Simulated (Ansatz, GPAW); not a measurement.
# How Mn3ZnP (model structure) absorbs and reflects light, part 2 of 3

Aim: the dielectric function of Mn3ZnP (model structure), and the optical constants that follow from it. The cell was made here by substitution or stacking, whether or not such a phase is known. It was built so: All N replaced by P in the Pm-3m structure of Mn3ZnN. The cell is first relaxed with Ansatz.

GPAW 26.7.0; DFT, PBE, plane-wave PAW (GPAW data sets), scalar-relativistic, RPA, optical limit.

So far: Starting point; Relaxation.

## 3. Ground state

The self-consistent density comes first; it also tells whether there is a gap, which decides the occupations and the need for a Drude term.

This step: DFT, PBE, plane-wave PAW (GPAW data sets), scalar-relativistic, ground state (GPAW 26.7.0).

File gs.py:

```python
from ase import Atoms
from ase.dft.bandgap import bandgap
from gpaw import GPAW, PW, FermiDirac

atoms = Atoms(['Zn', 'Mn', 'Mn', 'Mn', 'P'],
              cell=[[4.325365690700, 0.000000000000, 0.000000000000],
                    [0.000000000000, 4.325365690700, 0.000000000000],
                    [0.000000000000, 0.000000000000, 4.325365690700]],
              scaled_positions=[[0.000000000000, 1.000000000000, 0.000000000000],
                                [0.500000000000, 0.500000000000, 0.000000000000],
                                [0.500000000000, 0.000000000000, 0.500000000000],
                                [1.000000000000, 0.500000000000, 0.500000000000],
                                [0.500000000000, 0.500000000000, 0.500000000000]],
              pbc=[True, True, True])
atoms.set_initial_magnetic_moments([0.0, 4.0, 4.0, 4.0, 0.0])
atoms.calc = GPAW(mode=PW(450), xc='PBE', kpts={'size': (5, 5, 5), 'gamma': True},
                  occupations=FermiDirac(0.05), maxiter=150, txt='gs.txt')
print('energy (eV)', atoms.get_potential_energy())
print('Fermi level (eV)', atoms.calc.get_fermi_level())
print('valence electrons', atoms.calc.get_number_of_electrons())
print('gap (eV)', bandgap(atoms.calc, output=None)[0])
print('direct gap (eV)', bandgap(atoms.calc, direct=True, output=None)[0])
print('moments', atoms.get_magnetic_moments().round(3).tolist())
atoms.calc.write('gs.gpw')
```

Command:

```sh
OMP_NUM_THREADS=1 python gs.py
```

Numbers of over 12 decimals in the logs are rounded to 6 here.

Output:

```text
__  _  _
 | _ |_)|_||  |
 |__||  | ||/\| - 26.7.0

Versions:
  Python: 3.12.14
  ASE:    3.29.0
  Numpy:  2.5.5
  Scipy:  1.18.1
  Libxc:  7.0.0

Input parameters:
  mode=PW(ecut=450.000000),
  kpts=MonkhorstPack(size=(5, 5, 5), gamma=True),
  maxiter=150,
  occupations=Occupations(name='fermi-dirac', width=0.05, fixmagmom=False),
  xc=XC(name='PBE')

Diagonalizing LCAO Hamiltonian
Converting LCAO to pw mode
    .----------.
   /|          |
  / |          |
 *  |          |
 | Mn   P      |
 |  .--Mn------.
 | /    Mn    /
 |/          /
 Zn---------*

Atoms  # Å, Bohr magnetons
|   | symbol |        x |        y |        z |    initial magnetic moments |
| 0 |     Zn | 0.000000 | 4.325366 | 0.000000 | ( 0.0000,  0.0000,  0.0000) |
| 1 |     Mn | 2.162683 | 2.162683 | 0.000000 | ( 0.0000,  0.0000,  4.0000) |
| 2 |     Mn | 2.162683 | 0.000000 | 2.162683 | ( 0.0000,  0.0000,  4.0000) |
| 3 |     Mn | 4.325366 | 2.162683 | 2.162683 | ( 0.0000,  0.0000,  4.0000) |
| 4 |      P | 2.162683 | 2.162683 | 2.162683 | ( 0.0000,  0.0000,  0.0000) |

Unit cell  # Å
| periodic |        x |        y |        z |  lengths |    angles |
|      yes | 4.325366 | 0.000000 | 0.000000 | 4.325366 | 90.000000 |
|      yes | 0.000000 | 4.325366 | 0.000000 | 4.325366 | 90.000000 |
|      yes | 0.000000 | 0.000000 | 4.325366 | 4.325366 | 90.000000 |

Number of symmetries: 48
Symmetry operations  # r_c * U_cc + t_c -> r_c
|    | kind |            matrix            |
|  0 |  E   |  1, 0, 0,  0, 1, 0,  0, 0, 1 |
|  1 |  σ   |  1, 0, 0,  0, 1, 0,  0, 0,-1 |
|  2 |  σ   |  1, 0, 0,  0, 0, 1,  0, 1, 0 |
|  3 |  C4  |  1, 0, 0,  0, 0, 1,  0,-1, 0 |
|  4 |  C4  |  1, 0, 0,  0, 0,-1,  0, 1, 0 |
|  5 |  σ   |  1, 0, 0,  0, 0,-1,  0,-1, 0 |
|  6 |  σ   |  1, 0, 0,  0,-1, 0,  0, 0, 1 |
|  7 |  C2  |  1, 0, 0,  0,-1, 0,  0, 0,-1 |
|  8 |  σ   |  0, 1, 0,  1, 0, 0,  0, 0, 1 |
|  9 |  C2  |  0, 1, 0,  1, 0, 0,  0, 0,-1 |
| 10 |  C3  |  0, 1, 0,  0, 0, 1,  1, 0, 0 |
| 11 |  S6  |  0, 1, 0,  0, 0, 1, -1, 0, 0 |
| 12 |  S6  |  0, 1, 0,  0, 0,-1,  1, 0, 0 |
| 13 |  C3  |  0, 1, 0,  0, 0,-1, -1, 0, 0 |
| 14 |  C4  |  0, 1, 0, -1, 0, 0,  0, 0, 1 |
| 15 |  S4  |  0, 1, 0, -1, 0, 0,  0, 0,-1 |
| 16 |  C3  |  0, 0, 1,  1, 0, 0,  0, 1, 0 |
| 17 |  S6  |  0, 0, 1,  1, 0, 0,  0,-1, 0 |
| 18 |  σ   |  0, 0, 1,  0, 1, 0,  1, 0, 0 |
| 19 |  C4  |  0, 0, 1,  0, 1, 0, -1, 0, 0 |
| 20 |  C2  |  0, 0, 1,  0,-1, 0,  1, 0, 0 |
| 21 |  S4  |  0, 0, 1,  0,-1, 0, -1, 0, 0 |
| 22 |  S6  |  0, 0, 1, -1, 0, 0,  0, 1, 0 |
| 23 |  C3  |  0, 0, 1, -1, 0, 0,  0,-1, 0 |
| 24 |  S6  |  0, 0,-1,  1, 0, 0,  0, 1, 0 |
| 25 |  C3  |  0, 0,-1,  1, 0, 0,  0,-1, 0 |
| 26 |  C4  |  0, 0,-1,  0, 1, 0,  1, 0, 0 |
| 27 |  σ   |  0, 0,-1,  0, 1, 0, -1, 0, 0 |
| 28 |  S4  |  0, 0,-1,  0,-1, 0,  1, 0, 0 |
| 29 |  C2  |  0, 0,-1,  0,-1, 0, -1, 0, 0 |
| 30 |  C3  |  0, 0,-1, -1, 0, 0,  0, 1, 0 |
| 31 |  S6  |  0, 0,-1, -1, 0, 0,  0,-1, 0 |
| 32 |  C4  |  0,-1, 0,  1, 0, 0,  0, 0, 1 |
| 33 |  S4  |  0,-1, 0,  1, 0, 0,  0, 0,-1 |
| 34 |  S6  |  0,-1, 0,  0, 0, 1,  1, 0, 0 |
| 35 |  C3  |  0,-1, 0,  0, 0, 1, -1, 0, 0 |
| 36 |  C3  |  0,-1, 0,  0, 0,-1,  1, 0, 0 |
| 37 |  S6  |  0,-1, 0,  0, 0,-1, -1, 0, 0 |
| 38 |  σ   |  0,-1, 0, -1, 0, 0,  0, 0, 1 |
| 39 |  C2  |  0,-1, 0, -1, 0, 0,  0, 0,-1 |
| 40 |  σ   | -1, 0, 0,  0, 1, 0,  0, 0, 1 |
| 41 |  C2  | -1, 0, 0,  0, 1, 0,  0, 0,-1 |
| 42 |  C2  | -1, 0, 0,  0, 0, 1,  0, 1, 0 |
| 43 |  S4  | -1, 0, 0,  0, 0, 1,  0,-1, 0 |
| 44 |  S4  | -1, 0, 0,  0, 0,-1,  0, 1, 0 |
| 45 |  C2  | -1, 0, 0,  0, 0,-1,  0,-1, 0 |
| 46 |  C2  | -1, 0, 0,  0,-1, 0,  0, 0, 1 |
| 47 |  i   | -1, 0, 0,  0,-1, 0,  0, 0,-1 |

BZ-sampling:
  Number of BZ points: 125
  Number of IBZ points: 10

  Monkhorst-Pack size: [5, 5, 5]
  Monkhorst-Pack shift: [0, 0, 0]

K-points  # in reciprocal-cell coordinates
|   |                                coordinates |     weight |
| 0 | (  0.00000000,   0.00000000,   0.00000000) | 0.00800000 |
| 1 | (  0.20000000,   0.00000000,   0.00000000) | 0.04800000 |
| 2 | (  0.20000000,   0.20000000,   0.00000000) | 0.09600000 |
| 3 | (  0.20000000,   0.20000000,   0.20000000) | 0.06400000 |
| 4 | (  0.40000000,   0.00000000,   0.00000000) | 0.04800000 |
| 5 | (  0.40000000,   0.20000000,   0.00000000) | 0.19200000 |
| 6 | (  0.40000000,   0.20000000,   0.20000000) | 0.19200000 |
| 7 | (  0.40000000,   0.40000000,   0.00000000) | 0.09600000 |
| 8 | (  0.40000000,   0.40000000,   0.20000000) | 0.19200000 |
| 9 | (  0.40000000,   0.40000000,   0.40000000) | 0.06400000 |

Plane wave coefficients: 1767
Cutoff: 450.000000 eV

Spin-components: 2 (collinear spins)
Bands:           49
Projectors:      29
Spin-degeneracy: 1
Datatype:        complex128

Parallelization:
  kpt:    1
  domain: 1
  band:   1

Density:
  Valence electrons: 62.0
  Components: 2
  Grid points: [24 24 24]
  Charge: 0.0  # |e|

Potential:
  Grid points: [24 24 24]

species:
  Zn:
    name:    Zinc
    id:
    Z:       30.0
    valence: 12
    core:    18
    charge:  0.0  # [|e|]
    compensation charges:
      type: gauss
      rc: 0.37  # [Å]
      lmax: 2
    cutoffs:
      filter: 2.14  # [Å]
      core: 2.28  # [Å]
    projectors
    | kind |    occ | energy [eV] | rcut [Å] |
    |   4s |  2.000 |      -5.977 |    1.286 |
    |   4p |  0.000 |      -1.117 |    1.270 |
    |   3d | 10.000 |     -10.142 |    1.180 |
    |    s |        |      21.234 |    1.286 |
    |    p |        |      26.095 |    1.270 |
    |    d |        |      17.070 |    1.180 |

    Using partial waves for Zn as LCAO basis

  Mn:
    name:    Manganese
    id:
    Z:       25.0
    valence: 15
    core:    10
    charge:  0.0  # [|e|]
    compensation charges:
      type: gauss
      rc: 0.38  # [Å]
      lmax: 2
    cutoffs:
      filter: 2.14  # [Å]
      core: 0.86  # [Å]
    projectors
    | kind |    occ | energy [eV] | rcut [Å] |
    |   3s |  2.000 |     -85.859 |    1.275 |
    |   4s |  2.000 |      -5.106 |    1.275 |
    |   3p |  6.000 |     -54.597 |    1.281 |
    |   4p |  0.000 |      -1.371 |    1.281 |
    |   3d |  5.000 |      -6.771 |    1.138 |
    |    d |        |      20.441 |    1.138 |

    Using partial waves for Mn as LCAO basis

  P:
    name:    Phosphorus
    id:
    Z:       15.0
    valence: 5
    core:    10
    charge:  0.0  # [|e|]
    compensation charges:
      type: gauss
      rc: 0.30  # [Å]
      lmax: 2
    cutoffs:
      filter: 1.69  # [Å]
      core: 1.81  # [Å]
    projectors
    | kind |    occ | energy [eV] | rcut [Å] |
    |   3s |  2.000 |     -13.968 |    0.953 |
    |   3p |  3.000 |      -5.506 |    0.953 |
    |    s |        |      13.244 |    0.953 |
    |    p |        |      21.705 |    0.953 |
    |    d |        |       0.000 |    0.953 |

    Using partial waves for P as LCAO basis

Reference energy: -152706.504530  # eV

eigensolver:
  PPCG
  Converge bands: occupied
  niter=2

density mixing:
  MSR1-Mixer
  Pratt-step length: 0.05
  Maximum mixing coefficient: 0.75
  Old densities: 10
  SVD Regularization: 0.005
  Good broyden scale: 1.0
  Trust region scale: 1.0
  Backstep threshold: 4.0
  History deletion threshold: 6.0
  Fourier metric: weight=20.0, sigma=0.015

occupation numbers:
  Fermi-Dirac:
    width: 0.0500  # eV

poisson solver:
  ecut: 3600.000000  # eV

xc functional:
  name: PBE with 2 nearest neighbor stencil

convergence criteria:
- Maximum [total energy] change in last 3 cyles: 0.0005 eV / valence electron
- Maximum integral of absolute [dens]ity change: 0.0001 electrons / valence electron
- Maximum integral of absolute [eigenst]ate change: 4e-08 eV^2 / valence electron
maximum number of iterations: 150

SCF iterations
|iter     |      energy | eigst |  dens |  magmom |
|iter:   1||  -35.301670 | +0.57 |       | +12.0184|
|iter:   2||  -34.952154 | -0.92 | -1.07 | +11.9215|
|iter:   3||  -34.078512 | -1.16 | -1.13 | +11.2016|
|iter:   4||  -34.115187 | -2.34 | -1.36 | +10.7212|
|iter:   5||  -34.215467 | -2.14 | -1.52 |  +9.8692|
|iter:   6||  -34.239131 | -3.12 | -1.96 |  +9.3419|
|iter:   7||  -34.240074c| -4.02 | -2.63 |  +9.2359|
|iter:   8||  -34.240268c| -4.84 | -2.79 |  +9.2343|
|iter:   9||  -34.240273c| -5.82 | -3.36 |  +9.2353|
|iter:  10||  -34.240277c| -6.70 | -3.86 |  +9.2363|
|iter:  11||  -34.240278c| -7.24 | -4.33c|  +9.2377|
|iter:  12||  -34.240277c| -7.91c| -4.91c|  +9.2378|

Converged in 12 steps
SCF loop duration: 33.707 s (2.809 s/step)
Energy contributions relative to reference atoms: (reference = -152706.504530)

Energy contributions:
  Kinetic:          28.595876
  Coulomb:         -20.382846
  Zero:              0.432964
  External:          0.000000
  Xc:              -42.873097
  Entropy:          -0.026347
  Spinorbit:         0.000000
  ----------------------------
  Free energy:     -34.253450
  Extrapolated:    -34.240277

dipole moment: (-17.846158, -17.846158, -17.846158)  # |e|*Ang

Total magnetic moment: (0.000000, 0.000000, 9.237751)

Local magnetic moments
|        x |        y |         z |
| 0.000000 | 0.000000 | -0.109383 |  # Zn   0
| 0.000000 | 0.000000 |  3.040446 |  # Mn   1
| 0.000000 | 0.000000 |  3.040446 |  # Mn   2
| 0.000000 | 0.000000 |  3.040446 |  # Mn   3
| 0.000000 | 0.000000 | -0.100007 |  # P    4

Fermi level: 6.652
Eigenvalues  # (at kpt = [0.000, 0.000, 0.000])
| band index |      eig [eV] | occ [0-1] |      eig [eV] | occ [0-1] |
|          0 |       -74.051 |     1.000 |       -70.674 |     1.000 |
|        ... |               |           |               |           |
|         24 |         3.147 |     1.000 |         5.186 |     1.000 |
|         25 |         3.751 |     1.000 |         6.074 |     1.000 |
|         26 |         3.751 |     1.000 |         6.074 |     1.000 |
|         27 |         4.396 |     1.000 |         6.809 |     0.041 |
|         28 |         4.396 |     1.000 |         6.809 |     0.041 |
|         29 |         4.897 |     1.000 |         7.962 |     0.000 |
|         30 |         4.897 |     1.000 |         7.962 |     0.000 |
|         31 |         4.897 |     1.000 |         7.962 |     0.000 |
|         32 |         5.478 |     1.000 |         8.600 |     0.000 |
|         33 |         5.578 |     1.000 |         8.600 |     0.000 |
|         34 |         5.578 |     1.000 |         8.600 |     0.000 |
|         35 |         5.578 |     1.000 |         8.938 |     0.000 |
|         36 |         8.385 |     0.000 |        10.252 |     0.000 |
|         37 |        10.072 |     0.000 |        10.266 |     0.000 |
|         38 |        10.072 |     0.000 |        10.266 |     0.000 |
|        ... |               |           |               |           |
|         48 |        20.347 |     0.000 |        20.667 |     0.000 |

No gap
No difference between direct/indirect transitions

--- standard output ---
energy (eV) -34.240277
Fermi level (eV) 6.652197
valence electrons 62.0
gap (eV) 0.0
direct gap (eV) 0.0
moments [-0.109, 3.04, 3.04, 3.04, -0.1]
```

It took 39 s on 1 thread of Intel Xeon 6975P-C (Granite Rapids), shared host; peak memory 0.21 GiB.

This step gave:

| Item | Value |
| --- | --- |
| energy | -34.24 eV |
| Fermi energy | 6.652 eV |
| electrons | 62 |
| site moments | -0.109, 3.04, 3.04, 3.04, -0.1 μB |

There are states at the Fermi level within the smearing, so the occupations stay smeared and the carriers get a Drude term.

## 4. Bands for the response

The response needs many more empty bands than the density does.

This step: DFT, PBE, plane-wave PAW (GPAW data sets), scalar-relativistic, bands at fixed density (GPAW 26.7.0).

File nscf.py:

```python
from ase.dft.bandgap import bandgap
from gpaw import GPAW, FermiDirac

calc = GPAW('gs.gpw').fixed_density(kpts={'size': (8, 8, 8), 'gamma': True}, nbands=65, convergence={'bands': 59},
                                    occupations=FermiDirac(0.05), txt='nscf.txt')
print('gap (eV)', bandgap(calc, output=None)[0])
print('direct gap (eV)', bandgap(calc, direct=True, output=None)[0])
print('top band over the Fermi level (eV)', min(calc.get_eigenvalues(kpt=k)[58] for k in range(len(calc.get_ibz_k_points()))) - calc.get_fermi_level())
calc.write('full.gpw', mode='all')
```

Command:

```sh
OMP_NUM_THREADS=1 python nscf.py
```

Output:

```text
Diagonalizing LCAO Hamiltonian
Converting LCAO to pw mode
convergence criteria:
- Maximum integral of absolute [eigenst]ate change: 4e-08 eV^2 / valence electron
maximum number of iterations: 150

SCF iterations
|iter     |      energy | eigst |  dens |  magmom |
|iter:   1||             | +2.28 |       |  +9.2378|
|iter:   2||             | +1.59 |       |  +9.2378|
|iter:   3||             | +0.77 |       |  +9.2378|
|iter:   4||             | -0.20 |       |  +9.2378|
|iter:   5||             | -1.01 |       |  +9.2378|
|iter:   6||             | -1.90 |       |  +9.2378|
|iter:   7||             | -2.72 |       |  +9.2378|
|iter:   8||             | -3.58 |       |  +9.2378|
|iter:   9||             | -4.39 |       |  +9.2378|
|iter:  10||             | -5.28 |       |  +9.2378|
|iter:  11||             | -6.11 |       |  +9.2378|
|iter:  12||             | -6.94 |       |  +9.2378|
|iter:  13||             | -7.42c|       |  +9.2378|
SCF steps: 13
  __  _  _
 | _ |_)|_||  |
 |__||  | ||/\| - 26.7.0

Versions:
  Python: 3.12.14
  ASE:    3.29.0
  Numpy:  2.5.5
  Scipy:  1.18.1
  Libxc:  7.0.0

Input parameters:
  mode=PW(ecut=450.000000),
  convergence={'bands': 59},
  gpts=array([24, 24, 24]),
  kpts=MonkhorstPack(size=(8, 8, 8), gamma=True),
  maxiter=150,
  nbands=65,
  occupations=Occupations(name='fermi-dirac', width=0.05, fixmagmom=False),
  parallel={},
  xc=XC(name='PBE')

--- standard output ---
gap (eV) 0.0
direct gap (eV) 0.0
top band over the Fermi level (eV) 17.550096
```

It took 2.4 min on 1 thread; peak memory 0.34 GiB.

[end of part 2 of 3]

[Machine, clock and banner lines and Python warnings are left out of the logs.]

[Logs are printed without paths, hosts, clocks, repeated set-up lines and the standing remarks that a program may print on its own settings, such as how far it seeks lower states.]

[Hosts, paths, dates, database ids (printed as entryN), source tags and the programs' standing remarks are cut or masked in the printed files.]
